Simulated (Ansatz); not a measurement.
# Ra (Im-3m, 1 atom in the cell): phonons and vibrational spectra

Task: relax Ra (Im-3m, 1 atom in the cell), then find its harmonic phonons.

Method: DFT PBEsol, scalar-relativistic, plane waves, PAW, in Ansatz 0.2.0.

Report form: the programs' logs are mostly left out.

**1. The structure**

It takes space group Im-3m (No. 229, cubic). Conventional cell: a = 5.148 Å, b = 5.148 Å, c = 5.148 Å, α = 90.00°, β = 90.00°, γ = 90.00°. Ra has 8 Ra at 4.46 Å nearest.

**2. Bringing the structure to rest**

The volume is held at the value of the starting cell, and symmetry leaves nothing else free, so this is a single point.

input.yaml

```yaml
crystal:
  lattice:
    - [-2.574, 2.574, 2.574]
    - [2.574, -2.574, 2.574]
    - [2.574, 2.574, -2.574]
  atoms:
    - { symbol: Ra, position: [0.0, 0.0, 0.0] }
kpoints:
  mp_grid: { grid: [12, 12, 12] }
hamiltonian:
  xc: pbesol
scf:
  occupations: { method: gaussian, width: 0.1 }
output:
  forces: true
  stress: true
  eigenvalues: true
  write_density: true
  write_potential: true
  elf: true
  volumetric_format: npy
```

On the command line:

```console
ansatz run input.yaml --threads 8 --pin off --max-ram 14336MiB --backend cpu --events-out ev --progress --plain --runs-dir out
```

Run time: 0.49 s. Hardware: 8 threads of AMD EPYC 9R45, shared host; peak memory 0.61 GiB.

Numbers from this step:

| Property | Result |
| --- | --- |
| pressure | -0.3735 GPa |
| volume per atom | 68.22 Å³ |
| gap on the k-mesh | 0 eV |

ELF in the ac plane of the conventional cell at fractional y = 0.000, with atoms of Ra within 0.2 Å of it. It is the smooth field of the valence electrons, not physical close to the nuclei.

Values, 14 rows by 14 columns, each cell a mean:
```
0.07 0.35 0.66 0.58 0.25 0.17 0.30 0.35 0.22 0.18 0.44 0.68 0.53 0.15
0.47 0.61 0.67 0.47 0.19 0.18 0.32 0.37 0.24 0.15 0.32 0.62 0.67 0.53
0.68 0.66 0.52 0.26 0.14 0.22 0.35 0.39 0.28 0.16 0.18 0.41 0.62 0.68
0.46 0.38 0.24 0.14 0.17 0.28 0.38 0.40 0.34 0.22 0.14 0.18 0.32 0.44
0.18 0.16 0.15 0.18 0.27 0.35 0.39 0.39 0.37 0.31 0.22 0.16 0.15 0.18
0.22 0.23 0.26 0.31 0.36 0.38 0.38 0.38 0.38 0.37 0.34 0.28 0.24 0.22
0.35 0.36 0.38 0.40 0.40 0.39 0.38 0.37 0.38 0.39 0.40 0.39 0.37 0.35
0.30 0.31 0.34 0.37 0.39 0.39 0.38 0.38 0.38 0.39 0.38 0.35 0.32 0.30
0.17 0.17 0.20 0.25 0.32 0.37 0.39 0.39 0.38 0.35 0.28 0.22 0.18 0.17
0.27 0.22 0.15 0.15 0.22 0.32 0.39 0.40 0.36 0.27 0.17 0.14 0.19 0.25
0.61 0.53 0.35 0.17 0.15 0.25 0.37 0.40 0.31 0.18 0.14 0.26 0.47 0.58
0.65 0.68 0.62 0.35 0.15 0.20 0.34 0.38 0.26 0.15 0.24 0.52 0.67 0.66
0.26 0.51 0.68 0.53 0.22 0.17 0.31 0.36 0.23 0.16 0.38 0.66 0.61 0.35
0.02 0.26 0.65 0.61 0.27 0.17 0.30 0.35 0.22 0.18 0.46 0.68 0.47 0.07
```
Columns run along a (5.1 Å), rows up along c (5.1 Å), edges of the conventional cell, whose origin can differ from the input's. Atoms in or near the plane, at fractional coordinates: Ra at (0.00, 0.00).

Electrostatic potential energy in the ac plane of the conventional cell at fractional y = 0.000, with atoms of Ra within 0.2 Å of it. With pseudopotentials it is smooth inside the atoms' cores, unlike the true potential.

Ten even steps from '_' (-89 eV) to '@' (10 eV), each cell a mean:
```
##__++%%@@@@@@@@@@@@@@##__==
__--##@@@@@@@@@@@@@@@@%%++__
####%%@@@@@@@@@@@@@@@@@@%%##
@@@@@@@@@@@@@@@@@@@@@@@@@@@@
@@@@@@@@@@@@@@@@@@@@@@@@@@@@
@@@@@@@@@@@@@@@@@@@@@@@@@@@@
@@@@@@@@@@@@@@@@@@@@@@@@@@@@
@@@@@@@@@@@@@@@@@@@@@@@@@@@@
@@@@@@@@@@@@@@@@@@@@@@@@@@@@
@@@@@@@@@@@@@@@@@@@@@@@@@@@@
%%%%@@@@@@@@@@@@@@@@@@@@@@%%
==**%%@@@@@@@@@@@@@@@@%%##++
..__**%%@@@@@@@@@@@@@@##--__
@@..==%%@@@@@@@@@@@@@@##__##
```
Columns run along a (5.1 Å; values clipped at the 3rd and 97th percentile), rows up along c (5.1 Å), edges of the conventional cell, whose origin can differ from the input's. Atoms in or near the plane, at fractional coordinates: Ra at (0.00, 0.00).

Valence density in the ac plane of the conventional cell at fractional y = 0.000, with atoms of Ra within 0.2 Å of it. It is the smooth field of the valence electrons, not physical close to the nuclei.

Ten steps, logarithmic in the rise over the least value, from '_' (0 e/Å³) to '@' (17 e/Å³), each cell a mean:
```
%%##==::____________..--**%%
##++--..____________..::==**
==--::________________..::--
....____________________....
____________________________
____________________________
____________________________
____________________________
____________________________
____________________________
::::..__________________..::
++==::..______________::--==
%%**==::____________..--++##
@@%%++::____________..==##%%
```
Columns run along a (5.1 Å), rows up along c (5.1 Å), edges of the conventional cell, whose origin can differ from the input's. Atoms in or near the plane, at fractional coordinates: Ra at (0.00, 0.00).

**3. Tight relaxation**

Symmetry and the fixed volume leave nothing to relax, so a single point is run on the k mesh and occupations of the first response run.

input.yaml, as its differences from that of step 2:

```diff
@@ -12,3 +12,3 @@
 scf:
-  occupations: { method: gaussian, width: 0.1 }
+  occupations: { method: methfessel_paxton, width: 0.2 }
 output:
```

Elapsed: 0.49 s, on 8 threads; peak memory 0.61 GiB.

This step gave:

- pressure: -0.3821 GPa

ELF in the ac plane of the conventional cell at fractional y = 0.000, with atoms of Ra within 0.2 Å of it. It is the smooth field of the valence electrons, not physical close to the nuclei.

Ten even steps from '_' (0.02) to '@' (0.68), each cell a mean:
```
__==@@%%--::==++--::**@@##..
**%%@@**::::==++--::==@@@@##
@@@@##--..--++++--::::++@@@@
**++--..::--++++==::..::==**
::::::::--==++++++==::::::::
::----==++++++++++++==------
==++++++++++++++++++++++++++
======++++++++++++++++++====
::::::--==++++++++==----::::
--::::..--==++++++--::..::--
%%##++::..--++++==::..--**%%
@@@@@@++::::==++--::--##@@@@
--##@@##::::==++--::++@@%%==
__--@@%%--::====::::**@@**__
```
Columns run along a (5.1 Å), rows up along c (5.1 Å), edges of the conventional cell, whose origin can differ from the input's. Atoms in or near the plane, at fractional coordinates: Ra at (0.00, 0.00).

Electrostatic potential energy in the ac plane of the conventional cell at fractional y = 0.000, with atoms of Ra within 0.2 Å of it. With pseudopotentials it is smooth inside the atoms' cores, unlike the true potential.

Ten even steps from '_' (-89 eV) to '@' (10 eV), each cell a mean:
```
##__++%%@@@@@@@@@@@@@@##__==
__--##@@@@@@@@@@@@@@@@%%++__
####%%@@@@@@@@@@@@@@@@@@%%##
@@@@@@@@@@@@@@@@@@@@@@@@@@@@
@@@@@@@@@@@@@@@@@@@@@@@@@@@@
@@@@@@@@@@@@@@@@@@@@@@@@@@@@
@@@@@@@@@@@@@@@@@@@@@@@@@@@@
@@@@@@@@@@@@@@@@@@@@@@@@@@@@
@@@@@@@@@@@@@@@@@@@@@@@@@@@@
@@@@@@@@@@@@@@@@@@@@@@@@@@@@
%%%%@@@@@@@@@@@@@@@@@@@@@@%%
==**%%@@@@@@@@@@@@@@@@%%##++
..__**%%@@@@@@@@@@@@@@##--__
@@..==%%@@@@@@@@@@@@@@##__##
```
Columns run along a (5.1 Å; values clipped at the 3rd and 97th percentile), rows up along c (5.1 Å), edges of the conventional cell, whose origin can differ from the input's. Atoms in or near the plane, at fractional coordinates: Ra at (0.00, 0.00).

Valence density in the ac plane of the conventional cell at fractional y = 0.000, with atoms of Ra within 0.2 Å of it. It is the smooth field of the valence electrons, not physical close to the nuclei.

Ten steps, logarithmic in the rise over the least value, from '0' (0 e/Å³) to '9' (17 e/Å³), each cell a mean:
```
87420000001368
75310000001246
43200000000123
11000000000011
00000000000000
00000000000000
00000000000000
00000000000000
00000000000000
00000000000000
22100000000012
54210000000234
86420000001357
98520000001478
```
Columns run along a (5.1 Å), rows up along c (5.1 Å), edges of the conventional cell, whose origin can differ from the input's. Atoms in or near the plane, at fractional coordinates: Ra at (0.00, 0.00).

The forces vanish by symmetry. The volume is held at 68.22 Å³/atom, so a pressure of -0.38 GPa remains at this level.

**4. Response at finite wavevector**

Stability and thermal properties need the whole zone. Linear response on a 4×4×4 q mesh gives force constants as far as a supercell of that size would.

input.yaml, the sections that differ from step 3:

```yaml
output:
  eigenvalues: true
phonons:
  method: dfpt
  qmesh: [4, 4, 4]
  temperatures: { t_max: 400, t_step: 50 }
  qpath:
    path:
      - [[0.0, 0.0, 0.0], [0.5, -0.5, 0.5], [0.0, 0.0, 0.5], [0.0, 0.0, 0.0], [0.25, 0.25, 0.25], [0.5, -0.5, 0.5]]
      - [[0.25, 0.25, 0.25], [0.0, 0.0, 0.5]]
    npoints: 10
# crystal, kpoints, hamiltonian, scf: as in step 3
```

The job ended after 54 s (8 threads; peak memory 5.4 GiB).

Numbers from this step:

* sum-rule residual before enforcement: 6.14e-5 eV/Å²
* lowest frequency on the path: 0 cm⁻¹
* highest frequency on the path or at a solved wavevector: 58.44 cm⁻¹
* mean frequency: 39.2 cm⁻¹
* Debye temperature (second moment): 77 K
* logarithmic mean frequency: 36.4 cm⁻¹
* lowest mode on the q mesh (acoustic modes at Γ apart): 11.06 cm⁻¹
* zero-point energy per atom: 7.3 meV
* heat capacity at 300 K: 24.86 J/(mol atoms K)
* vibrational entropy at 300 K: 68.54 J/(mol atoms K)

Frequencies (cm⁻¹) solved at each irreducible wavevector; negative means imaginary. Frequencies by wavevector, by row:

| q in reciprocal lattice units | star | mode 1 | mode 2 | mode 3 |
| --- | --- | --- | --- | --- |
| 0 0 0 | 1 | 0 | 0 | 0 |
| 0 0 0.25 | 12 | 11.1 | 29.5 | 39 |
| 0 0 -0.5 | 6 | 15.2 | 43.1 | 58.4 |
| 0 0.25 0.25 | 24 | 26.7 | 42 | 53.9 |
| 0.25 0.25 0.25 | 2 | 42.2 | 42.2 | 42.2 |
| 0.25 0.25 -0.25 | 6 | 35 | 41.1 | 41.1 |
| 0.25 -0.5 -0.5 | 12 | 38.7 | 50.4 | 58.1 |
| -0.5 -0.5 -0.5 | 1 | 58.2 | 58.2 | 58.2 |

Interpolated from a 4×4×4 q mesh. The phonon branches at the labelled points (cm⁻¹):

```
    point  branch 1  branch 2  branch 3
        Γ         0         0         0
  halfway        35        41        41
        H        58        58        58
  halfway        39        50        58
        N        15        43        58
  halfway        11        30        39
        Γ         0         0         0
  halfway        25        25        47
        P        42        42        42
  halfway        34        54        54
        H        58        58        58
jump to P        42        42        42
  halfway        27        44        54
        N        15        43        58
```

Tetrahedra on a 20×20×20 mesh, mean over bins of 1 cm-1. Interpolated from a 4×4×4 q mesh. Table of phonon density of states by wavenumber; read off at these points:

wavenumber (cm⁻¹), phonon density of states (1/cm⁻¹/cell) and a bar:
```
      0.5      0.000 
      2.5      0.000 
      3.5      0.001 
      5.5      0.002 
      6.5      0.003 #
      8.5      0.007 ##
      9.5      0.008 ##
     11.5      0.012 ###
     13.5      0.019 ####
     14.5      0.024 ######
     16.5      0.040 ##########
     17.5      0.041 ##########
     19.5      0.045 ###########
     20.5      0.047 ###########
     22.5      0.050 ############
     24.5      0.053 #############
     25.5      0.055 #############
     27.5      0.058 ##############
     28.5      0.059 ##############
     30.5      0.063 ###############
     31.5      0.055 #############
     33.5      0.048 ############
     34.5      0.048 ############
     36.5      0.050 ############
     38.5      0.054 #############
     39.5      0.058 ##############
     41.5      0.074 ##################
     42.5      0.093 ######################
     43.5      0.111 ###########################
     44.5      0.085 ####################
     45.5      0.074 ##################
     47.5      0.069 #################
     49.5      0.068 ################
     50.5      0.073 ##################
     52.5      0.099 ########################
     53.5      0.125 ##############################
     55.5      0.117 ############################
     56.5      0.112 ###########################
     58.5      0.012 ###
```

Second derivatives of the energy by pair, one row for each kind of neighbour of each atom listed. Each entry sums the pair over the periodic images of the supercell that the q mesh stands for, and in a polar crystal it holds the long-range dipole part too. Force constants by pair, by row:

```
atom  neighbour  distance (Å)  third of the trace (eV/Å²)  along the pair's line (eV/Å²)
 Ra1     itself             0                       1.427                              –
 Ra1         Ra         4.458                     -0.1712                        -0.4985
 Ra1         Ra         5.148                     -0.0244                         0.0118
 Ra1         Ra          7.28                      0.0028                         0.0124
```

Harmonic thermodynamic functions per atom, from the density of states. Interpolated from a 4×4×4 q mesh. Thermodynamic functions, by row:

```csv
T (K),F_vib (meV/atom),S (J/mol-atom/K),C_V (J/mol-atom/K)
0,7.3,0,0
50,1.34,25.22,22.24
100,-16.36,41.46,24.22
200,-69.13,58.48,24.76
300,-135.3,68.54,24.86
400,-210.2,75.69,24.89
```

Harmonic mean-square displacement, third of the trace. Interpolated from a 4×4×4 q mesh. Mean square displacements, by row:

```
T (K)  Ra1 U_eq (Å²)
    0        0.00229
  100        0.01396
  300        0.04141
  600        0.08274
```

Symmetry leaves 8 wavevectors to solve. The lowest mode among them, the acoustic zeros apart, lies at q = (0, 0, 0.25) and is real, 11.1 cm⁻¹.

**5. Summary of results**

| Quantity | Value |
| --- | --- |
| space group (within 0.01 Å) | Im-3m |
| volume per atom | 68.2 Å³ |
| electronic character | no gap on this mesh |
| lowest mode on the q mesh (acoustic modes at Γ apart) | 11.1 cm⁻¹ |
| highest frequency on the path or at a solved wavevector | 58.4 cm⁻¹ |
| zero-point energy per atom | 7.3 meV |
| heat capacity at 300 K | 24.9 J/(mol atoms K) |
| vibrational entropy at 300 K | 68.5 J/(mol atoms K) |
| Debye temperature (second moment) | 77 K |
| imaginary modes on the 4×4×4 q mesh | none |

The structure is a minimum as far as tested: no mode is imaginary at the 8 irreducible wavevectors of the 4×4×4 mesh, and the softest away from the acoustic zeros lies at 11 cm⁻¹. The volume was held at that of the database entry and not relaxed, so the modes belong to a cell under -0.38 GPa at this level. With no gap, or one that is small against the smearing, the frequencies hang on the k mesh and the smearing, most of all near Kohn anomalies. Spin-orbit coupling is left out, which can matter for the heavy elements here. These are harmonic frequencies at zero temperature: anharmonic shifts, linewidths and thermal expansion are left out.

[Logs are printed without paths, hosts, clocks, repeated set-up lines and the standing remarks that a program may print on its own settings, such as how far it seeks lower states.]

[Hosts, paths, dates, database ids (printed as entryN), source tags and the programs' standing remarks are cut or masked in the printed files.]
